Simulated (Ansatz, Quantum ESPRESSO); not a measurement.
# Evanescent states of LiH, rock salt type, lattice constant set to 3.94 Å, part 2 of 3

Aim: how fast states decay in the gap of LiH, rock salt type, lattice constant set to 3.94 Å.

Quantum ESPRESSO 7.5; plane-wave DFT, LDA, PseudoDojo norm-conserving pseudopotentials; cross-check by Ansatz 0.2.0 with PAW datasets.

So far. Step 2 (Self-consistent run): The run needed 6 iterations to bring the estimated error under 1e-09 Ry.

**3. Complex bands with pwcond.x**

Level of this step: complex band structure by pwcond; plane-wave DFT, LDA, PseudoDojo norm-conserving pseudopotentials (Quantum ESPRESSO).

ikind = 0 solves one period of the crystal for all kz, real and complex, at each energy and k across. ewind and epsproj trim the two-dimensional plane-wave basis; nz1 sets the subslabs.

cbs.in

```
&inputcond
  outdir = './out'
  prefixl = 'scf'
  band_file = 'cbs'
  ikind = 0
  ewind = 4.0
  epsproj = 1e-05
  nz1 = 7
  energy0 = 7.44
  denergy = -0.24
/
4
  0.00000000 0.00000000 1.00000000
  0.50000000 0.00000000 1.00000000
  0.50000000 0.50000000 1.00000000
  0.25000000 0.00000000 1.00000000
40
```

The run is started by

```sh
OMP_NUM_THREADS=1 mpirun -n 2 pwcond.x -in cbs.in > cbs.out
```

What it wrote:

```text
[banner, memory and clock lines left out]
Program PWCOND v.7.5 starts

          URL

     ./out/scf.save/

     IMPORTANT: XC functional enforced from input :
     Exchange-correlation= PW
                           (   1   4   0   0   0   0   0)
     Any further DFT definition will be discarded
     Please, verify this is what you really want

     Reading collected, re-writing distributed wavefunctions

===== INPUT FILE containing the left lead =====

     GEOMETRY:

     lattice parameter (alat)  =       5.2648  a.u.
     the volume                =     206.3741 (a.u.)^3
     the cross section         =      27.7179 (a.u.)^2
     l of the unit cell        =       1.4142 (alat)
     number of atoms/cell      =            4
     number of atomic types    =            2

     crystal axes: (cart. coord. in units of alat)
               a(1) = (  1.0000  0.0000  0.0000 )
               a(2) = (  0.0000  1.0000  0.0000 )
               a(3) = (  0.0000  0.0000  1.4142 )

   Cartesian axes

     site n.     atom                  positions (alat units)
          1        Li     tau(  1)=(  0.0000  0.0000  1.4142  )
          2        H      tau(  2)=(  0.5000  0.5000  1.4142  )
          3        Li     tau(  3)=(  0.5000  0.5000  0.7071  )
          4        H      tau(  4)=(  0.0000  0.0000  0.7071  )

     nr1s                      =           27
     nr2s                      =           27
     nr3s                      =           40
     nr1sx                     =           27
     nr2sx                     =           27
     nr3sx                     =           40
     nr1                       =           27
     nr2                       =           27
     nr3                       =           40
     nr1x                      =           27
     nr2x                      =           27
     nr3x                      =           40

 _______________________________
  Radii of nonlocal spheres:

     type       ibeta     ang. mom.          radius (alat units)
       Li         1         0                    0.2621
       Li         2         0                    0.2659
       Li         3         1                    0.2108
       Li         4         1                    0.2108
       H          1         0                    0.1899
       H          2         0                    0.1899
       H          3         1                    0.1747
----- General information -----

----- Complex band structure calculation -----

     nrx                       =           27
     nry                       =           27
     nz1                       =            7

     energy0               =         7.4E+00
     denergy               =        -2.4E-01
     nenergy               =         40
     ecut2d                =         6.6E+01
     ewind                 =         4.0E+00
     epsproj               =         1.0E-05

     number of k_|| points=    4
                       cryst. coord.
        k(    1) = (   0.0000000   0.0000000), wk =   0.2500000
        k(    2) = (   0.5000000   0.0000000), wk =   0.2500000
        k(    3) = (   0.5000000   0.5000000), wk =   0.2500000
        k(    4) = (   0.2500000   0.0000000), wk =   0.2500000
----- Information about left lead -----

     nocros                   =           13
     noins                    =           13
     norb                     =           39
     norbf                    =           39
     nrz                      =           40

      iorb      type   ibeta   ang. mom.   m       position (alat)
        1        1       1        0        1   taunew(   1)=(  0.0000  0.0000  0.0000)
        2        1       2        0        1   taunew(   2)=(  0.0000  0.0000  0.0000)
        3        1       3        1        1   taunew(   3)=(  0.0000  0.0000  0.0000)
        4        1       3        1        2   taunew(   4)=(  0.0000  0.0000  0.0000)
        5        1       3        1        3   taunew(   5)=(  0.0000  0.0000  0.0000)
        6        1       4        1        1   taunew(   6)=(  0.0000  0.0000  0.0000)
        7        1       4        1        2   taunew(   7)=(  0.0000  0.0000  0.0000)
        8        1       4        1        3   taunew(   8)=(  0.0000  0.0000  0.0000)
        9        2       1        0        1   taunew(   9)=(  0.5000  0.5000  0.0000)
       10        2       2        0        1   taunew(  10)=(  0.5000  0.5000  0.0000)
       11        2       3        1        1   taunew(  11)=(  0.5000  0.5000  0.0000)
       12        2       3        1        2   taunew(  12)=(  0.5000  0.5000  0.0000)
       13        2       3        1        3   taunew(  13)=(  0.5000  0.5000  0.0000)
       14        1       1        0        1   taunew(  14)=(  0.5000  0.5000  0.7071)
       15        1       2        0        1   taunew(  15)=(  0.5000  0.5000  0.7071)
       16        1       3        1        1   taunew(  16)=(  0.5000  0.5000  0.7071)
       17        1       3        1        2   taunew(  17)=(  0.5000  0.5000  0.7071)
       18        1       3        1        3   taunew(  18)=(  0.5000  0.5000  0.7071)
       19        1       4        1        1   taunew(  19)=(  0.5000  0.5000  0.7071)
       20        1       4        1        2   taunew(  20)=(  0.5000  0.5000  0.7071)
       21        1       4        1        3   taunew(  21)=(  0.5000  0.5000  0.7071)
       22        2       1        0        1   taunew(  22)=(  0.0000  0.0000  0.7071)
       23        2       2        0        1   taunew(  23)=(  0.0000  0.0000  0.7071)
       24        2       3        1        1   taunew(  24)=(  0.0000  0.0000  0.7071)
       25        2       3        1        2   taunew(  25)=(  0.0000  0.0000  0.7071)
       26        2       3        1        3   taunew(  26)=(  0.0000  0.0000  0.7071)
       27        1       1        0        1   taunew(  27)=(  0.0000  0.0000  1.4142)
       28        1       2        0        1   taunew(  28)=(  0.0000  0.0000  1.4142)
       29        1       3        1        1   taunew(  29)=(  0.0000  0.0000  1.4142)
       30        1       3        1        2   taunew(  30)=(  0.0000  0.0000  1.4142)
       31        1       3        1        3   taunew(  31)=(  0.0000  0.0000  1.4142)
       32        1       4        1        1   taunew(  32)=(  0.0000  0.0000  1.4142)
       33        1       4        1        2   taunew(  33)=(  0.0000  0.0000  1.4142)
       34        1       4        1        3   taunew(  34)=(  0.0000  0.0000  1.4142)
       35        2       1        0        1   taunew(  35)=(  0.5000  0.5000  1.4142)
       36        2       2        0        1   taunew(  36)=(  0.5000  0.5000  1.4142)
       37        2       3        1        1   taunew(  37)=(  0.5000  0.5000  1.4142)
       38        2       3        1        2   taunew(  38)=(  0.5000  0.5000  1.4142)
       39        2       3        1        3   taunew(  39)=(  0.5000  0.5000  1.4142)
    k slab    z(k)  z(k+1)     crossing(iorb=1,norb)
    1   0.0000 0.0354 0.0354   111111111111100000000000000000000000000
    2   0.0354 0.0707 0.0354   111111111111100000000000000000000000000
    3   0.0707 0.1061 0.0354   111111111111100000000000000000000000000
    4   0.1061 0.1414 0.0354   111111111111100000000000000000000000000
    5   0.1414 0.1768 0.0354   111111111111100000000000000000000000000
    6   0.1768 0.2121 0.0354   111111111100000000000000000000000000000
    7   0.2121 0.2475 0.0354   110000000000000000000000000000000000000
    8   0.2475 0.2828 0.0354   110000000000000000000000000000000000000
    9   0.2828 0.3182 0.0354   000000000000000000000000000000000000000
   10   0.3182 0.3536 0.0354   000000000000000000000000000000000000000
   11   0.3536 0.3889 0.0354   000000000000000000000000000000000000000
   12   0.3889 0.4243 0.0354   000000000000000000000000000000000000000
   13   0.4243 0.4596 0.0354   000000000000011000000000000000000000000
   14   0.4596 0.4950 0.0354   000000000000011000000000000000000000000
   15   0.4950 0.5303 0.0354   000000000000011111111110000000000000000
   16   0.5303 0.5657 0.0354   000000000000011111111111110000000000000
   17   0.5657 0.6010 0.0354   000000000000011111111111110000000000000
   18   0.6010 0.6364 0.0354   000000000000011111111111110000000000000
   19   0.6364 0.6718 0.0354   000000000000011111111111110000000000000
   20   0.6718 0.7071 0.0354   000000000000011111111111110000000000000
   21   0.7071 0.7425 0.0354   000000000000011111111111110000000000000
   22   0.7425 0.7778 0.0354   000000000000011111111111110000000000000
   23   0.7778 0.8132 0.0354   000000000000011111111111110000000000000
   24   0.8132 0.8485 0.0354   000000000000011111111111110000000000000
   25   0.8485 0.8839 0.0354   000000000000011111111111110000000000000
   26   0.8839 0.9192 0.0354   000000000000011111111110000000000000000
   27   0.9192 0.9546 0.0354   000000000000011000000000000000000000000
   28   0.9546 0.9899 0.0354   000000000000011000000000000000000000000
   29   0.9899 1.0253 0.0354   000000000000000000000000000000000000000
   30   1.0253 1.0607 0.0354   000000000000000000000000000000000000000
   31   1.0607 1.0960 0.0354   000000000000000000000000000000000000000
   32   1.0960 1.1314 0.0354   000000000000000000000000000000000000000
   33   1.1314 1.1667 0.0354   000000000000000000000000001100000000000
   34   1.1667 1.2021 0.0354   000000000000000000000000001100000000000
   35   1.2021 1.2374 0.0354   000000000000000000000000001111111111000
   36   1.2374 1.2728 0.0354   000000000000000000000000001111111111111
   37   1.2728 1.3081 0.0354   000000000000000000000000001111111111111
   38   1.3081 1.3435 0.0354   000000000000000000000000001111111111111
   39   1.3435 1.3789 0.0354   000000000000000000000000001111111111111
   40   1.3789 1.4142 0.0354   000000000000000000000000001111111111111
 ngper, shell number =          145          23
 ngper, n2d =          145          41
---  E-Ef =    7.4400000  k =    0.0000000   0.0000000
---  ie =          1  ik =          1
 Nchannels of the left tip =            1
 Right moving states:
   k1(2pi/a)   k2(2pi/a)   E-Ef (eV)
   0.3387516  -0.0000000   7.4400000
 Left moving states:
   k1(2pi/a)   k2(2pi/a)   E-Ef (eV)
  -0.3387516   0.0000000   7.4400000

---  E-Ef =    7.2000000  k =    0.0000000   0.0000000
---  ie =          2  ik =          1
 Nchannels of the left tip =            1
 Right moving states:
   k1(2pi/a)   k2(2pi/a)   E-Ef (eV)
   0.3263616  -0.0000000   7.2000000
 Left moving states:
   k1(2pi/a)   k2(2pi/a)   E-Ef (eV)
  -0.3263616   0.0000000   7.2000000
[... further energies and points left out ...]
---  E-Ef =   -1.6800000  k =    0.2500000   0.0000000
---  ie =         39  ik =          4
 Nchannels of the left tip =            1
 Right moving states:
   k1(2pi/a)   k2(2pi/a)   E-Ef (eV)
  -0.2145014  -0.0000000  -1.6800000
 Left moving states:
   k1(2pi/a)   k2(2pi/a)   E-Ef (eV)
   0.2145014   0.0000000  -1.6800000

---  E-Ef =   -1.9200000  k =    0.2500000   0.0000000
---  ie =         40  ik =          4
 Nchannels of the left tip =            1
 Right moving states:
   k1(2pi/a)   k2(2pi/a)   E-Ef (eV)
  -0.2461930  -0.0000000  -1.9200000
 Left moving states:
   k1(2pi/a)   k2(2pi/a)   E-Ef (eV)
   0.2461930   0.0000000  -1.9200000

Note: The following floating-point exceptions are signalling: IEEE_UNDERFLOW_FLAG IEEE_DENORMAL
Note: The following floating-point exceptions are signalling: IEEE_UNDERFLOW_FLAG IEEE_DENORMAL
```

Run time: 8.5 s. Hardware: 2 MPI ranks of Intel Xeon 6975P-C (Granite Rapids), shared host; peak memory 0.1 GiB.

This step gave:

```
peak of the smallest κ at the zone centre : 0.136 Å⁻¹
energy of the peak at the zone centre     : 1.2 eV
peak of the smallest κ at (1/2, 1/2)      : 0.635 Å⁻¹
peak of the smallest κ at (1/4, 0)        : 0.275 Å⁻¹
```

K across = (0, 0) in the cell's reciprocal vectors; values within 0.0025 1/Å of each other count once, columns are sorted by size at each energy, a dash where no further value was kept. Table of Im kz of the slowest decaying states by energy, zero at the highest filled level of the SCF mesh:

```csv
energy (eV),decay 1 (Å⁻¹),decay 2 (Å⁻¹),decay 3 (Å⁻¹)
-1.92,1.83,2.01,2.04
-1.44,1.8,1.99,2.01
-0.96,1.76,1.97,1.98
-0.48,1.73,1.95,1.96
-0.24,1.71,1.93,1.95
0.00,1.69,1.92,1.94
0.24,0.082,1.67,1.90
0.72,0.125,1.63,1.87
1.20,0.136,1.59,1.83
1.68,0.127,1.55,1.80
2.16,0.096,1.51,1.76
2.64,1.47,1.73,1.82
2.88,1.45,1.71,1.81
3.36,1.40,1.67,1.78
3.84,1.35,1.63,1.76
4.32,1.31,1.59,1.74
4.80,1.26,1.55,1.71
5.28,1.20,1.51,1.69
5.76,1.15,1.47,1.66
6.00,1.12,1.45,1.65
6.48,1.06,1.41,1.62
6.96,1,1.36,1.59
7.44,0.933,1.31,1.56
```

K across = (0, 0) in the cell's reciprocal vectors. Re kz of states that move upwards, channel 1 against energy, zero at the highest filled level of the SCF mesh:

```csv
energy (eV),"Re kz of states that move upwards, channel 1 (Å⁻¹)"
-1.92,-0.363
-1.68,-0.326
-1.20,-0.252
-0.96,-0.216
-0.72,-0.178
-0.24,-0.0931
0.00,-0.00869
0.24,-
0.72,-
0.96,-
1.20,-
1.68,-
1.92,-
2.16,-
2.64,0.0443
2.88,0.0951
3.36,0.161
3.60,0.189
3.84,0.215
4.32,0.265
4.56,0.288
4.80,0.311
5.28,0.355
5.52,0.377
5.76,0.398
6.24,0.440
6.48,0.460
6.72,0.480
7.20,0.520
7.44,0.540
```

K across = (1/2, 0) in the cell's reciprocal vectors; values within 0.0025 1/Å of each other count once, columns are sorted by size at each energy, a dash where no further value was kept. Table of Im kz of the slowest decaying states by energy, zero at the highest filled level of the SCF mesh:

```csv
energy (eV),decay 1 (Å⁻¹),decay 2 (Å⁻¹),decay 3 (Å⁻¹)
-1.92,1.20,2.16,3.06
-1.68,1.19,1.21,1.22
-1.44,1.14,1.14,1.28
-1.20,1.11,1.11,1.31
-0.96,1.08,1.09,1.34
-0.72,1.06,1.36,-
-0.48,1.03,1.38,-
-0.24,1.01,1.39,-
0.00,0.985,1.40,-
0.24,0.959,1.41,-
0.72,0.907,1.42,-
0.96,0.88,1.42,-
1.20,0.852,1.42,-
1.44,0.823,1.42,-
1.68,0.793,1.42,-
1.92,0.762,1.42,1.91
2.16,0.729,1.42,-
2.40,0.695,1.42,1.87
2.64,0.659,1.42,1.85
2.88,0.621,1.41,-
3.12,0.58,1.41,1.82
3.36,0.536,1.40,-
3.60,0.489,1.40,1.78
3.84,0.435,1.39,-
4.08,0.374,1.39,1.75
4.32,0.301,1.38,-
4.56,0.202,1.37,-
4.80,1.36,1.69,2.75
5.28,1.35,1.66,2.73
5.52,1.34,1.64,2.71
5.76,1.33,1.62,2.70
6.00,1.32,1.60,2.69
6.24,1.31,1.58,2.68
6.48,1.30,1.55,2.67
6.72,1.29,1.53,2.65
6.96,1.28,1.51,2.64
7.20,1.26,1.49,2.63
7.44,0.052,1.25,1.47
```

K across = (1/2, 1/2) in the cell's reciprocal vectors; values within 0.0025 1/Å of each other count once, columns are sorted by size at each energy, a dash where no further value was kept. The Im kz of the slowest decaying states by energy, zero at the highest filled level of the SCF mesh:

```csv
energy (eV),decay 1 (Å⁻¹),decay 2 (Å⁻¹),decay 3 (Å⁻¹)
-1.92,0.901,1.09,2.90
-1.44,0.798,1.03,2.88
-0.96,0.655,0.969,2.85
-0.48,0.395,0.901,2.83
-0.24,0.865,2.82,3.11
0.00,0.016,0.827,2.80
0.24,0.397,0.788,2.79
0.72,0.585,0.702,2.77
1.20,0.604,0.672,2.74
1.68,0.487,0.723,2.72
2.16,0.33,0.754,2.69
2.64,0.774,2.66,2.98
2.88,0.78,2.65,2.97
3.36,0.788,2.62,2.95
3.84,0.789,2.60,2.93
4.32,0.786,2.57,2.91
4.80,0.778,2.54,2.88
5.28,0.766,2.51,2.86
5.76,0.75,2.48,2.84
6.00,0.741,2.47,2.83
6.48,0.72,2.44,2.81
6.96,0.694,2.41,2.79
7.44,0.664,2.38,2.76
```

K across = (1/4, 0) in the cell's reciprocal vectors; values within 0.0025 1/Å of each other count once, columns are sorted by size at each energy, a dash where no further value was kept. Im kz of the slowest decaying states against energy, zero at the highest filled level of the SCF mesh:

```csv
energy (eV),decay 1 (Å⁻¹),decay 2 (Å⁻¹),decay 3 (Å⁻¹)
-1.92,1.54,1.84,1.92
-1.68,1.52,1.83,1.90
-1.44,1.50,1.82,1.89
-1.20,1.47,1.81,1.87
-0.96,1.45,1.80,1.85
-0.72,1.42,1.79,1.84
-0.48,0.099,1.4,1.78
-0.24,0.161,1.38,1.77
0.00,0.198,1.35,1.76
0.24,0.225,1.32,1.75
0.72,0.257,1.27,1.73
0.96,0.267,1.24,1.71
1.20,0.272,1.21,1.69
1.44,0.275,1.18,1.67
1.68,0.274,1.15,1.65
1.92,0.27,1.12,1.63
2.16,0.263,1.09,1.61
2.40,0.252,1.06,1.59
2.64,0.238,1.03,1.57
2.88,0.218,0.992,1.55
3.12,0.193,0.956,1.53
3.36,0.157,0.92,1.51
3.60,0.102,0.883,1.49
3.84,0.844,1.47,1.59
4.08,0.804,1.45,1.57
4.32,0.763,1.42,1.56
4.56,0.721,1.40,1.55
4.80,0.679,1.38,1.54
5.28,0.591,1.33,1.51
5.52,0.546,1.31,1.50
5.76,0.501,1.28,1.48
6.00,0.455,1.26,1.47
6.24,0.408,1.23,1.46
6.48,0.359,1.20,1.44
6.72,0.307,1.18,1.43
6.96,0.249,1.15,1.42
7.20,0.177,1.12,1.4
7.44,0.044,1.09,1.39
```

The program's own clock; routines nest. Time by routine:

```csv
routine,wall time (s),calls
PWCOND,7.83,1
scatter_forw,5.06,160
compbs,2.23,160
compbs_2,2.08,160
init,0.32,1
local,0.21,4
poten,0.16,1
```

[end of part 2 of 3]

[Logs are printed without paths, hosts, clocks, repeated set-up lines and the standing remarks that a program may print on its own settings, such as how far it seeks lower states.]

[Hosts, paths, dates, database ids (printed as entryN), source tags and the programs' standing remarks are cut or masked in the printed files.]

[Maps of the electrostatic potential energy from Ansatz leave out the sawtooth potential of an applied field or a dipole correction, so their vacuum need not be flat; planar profiles and work functions include it.]
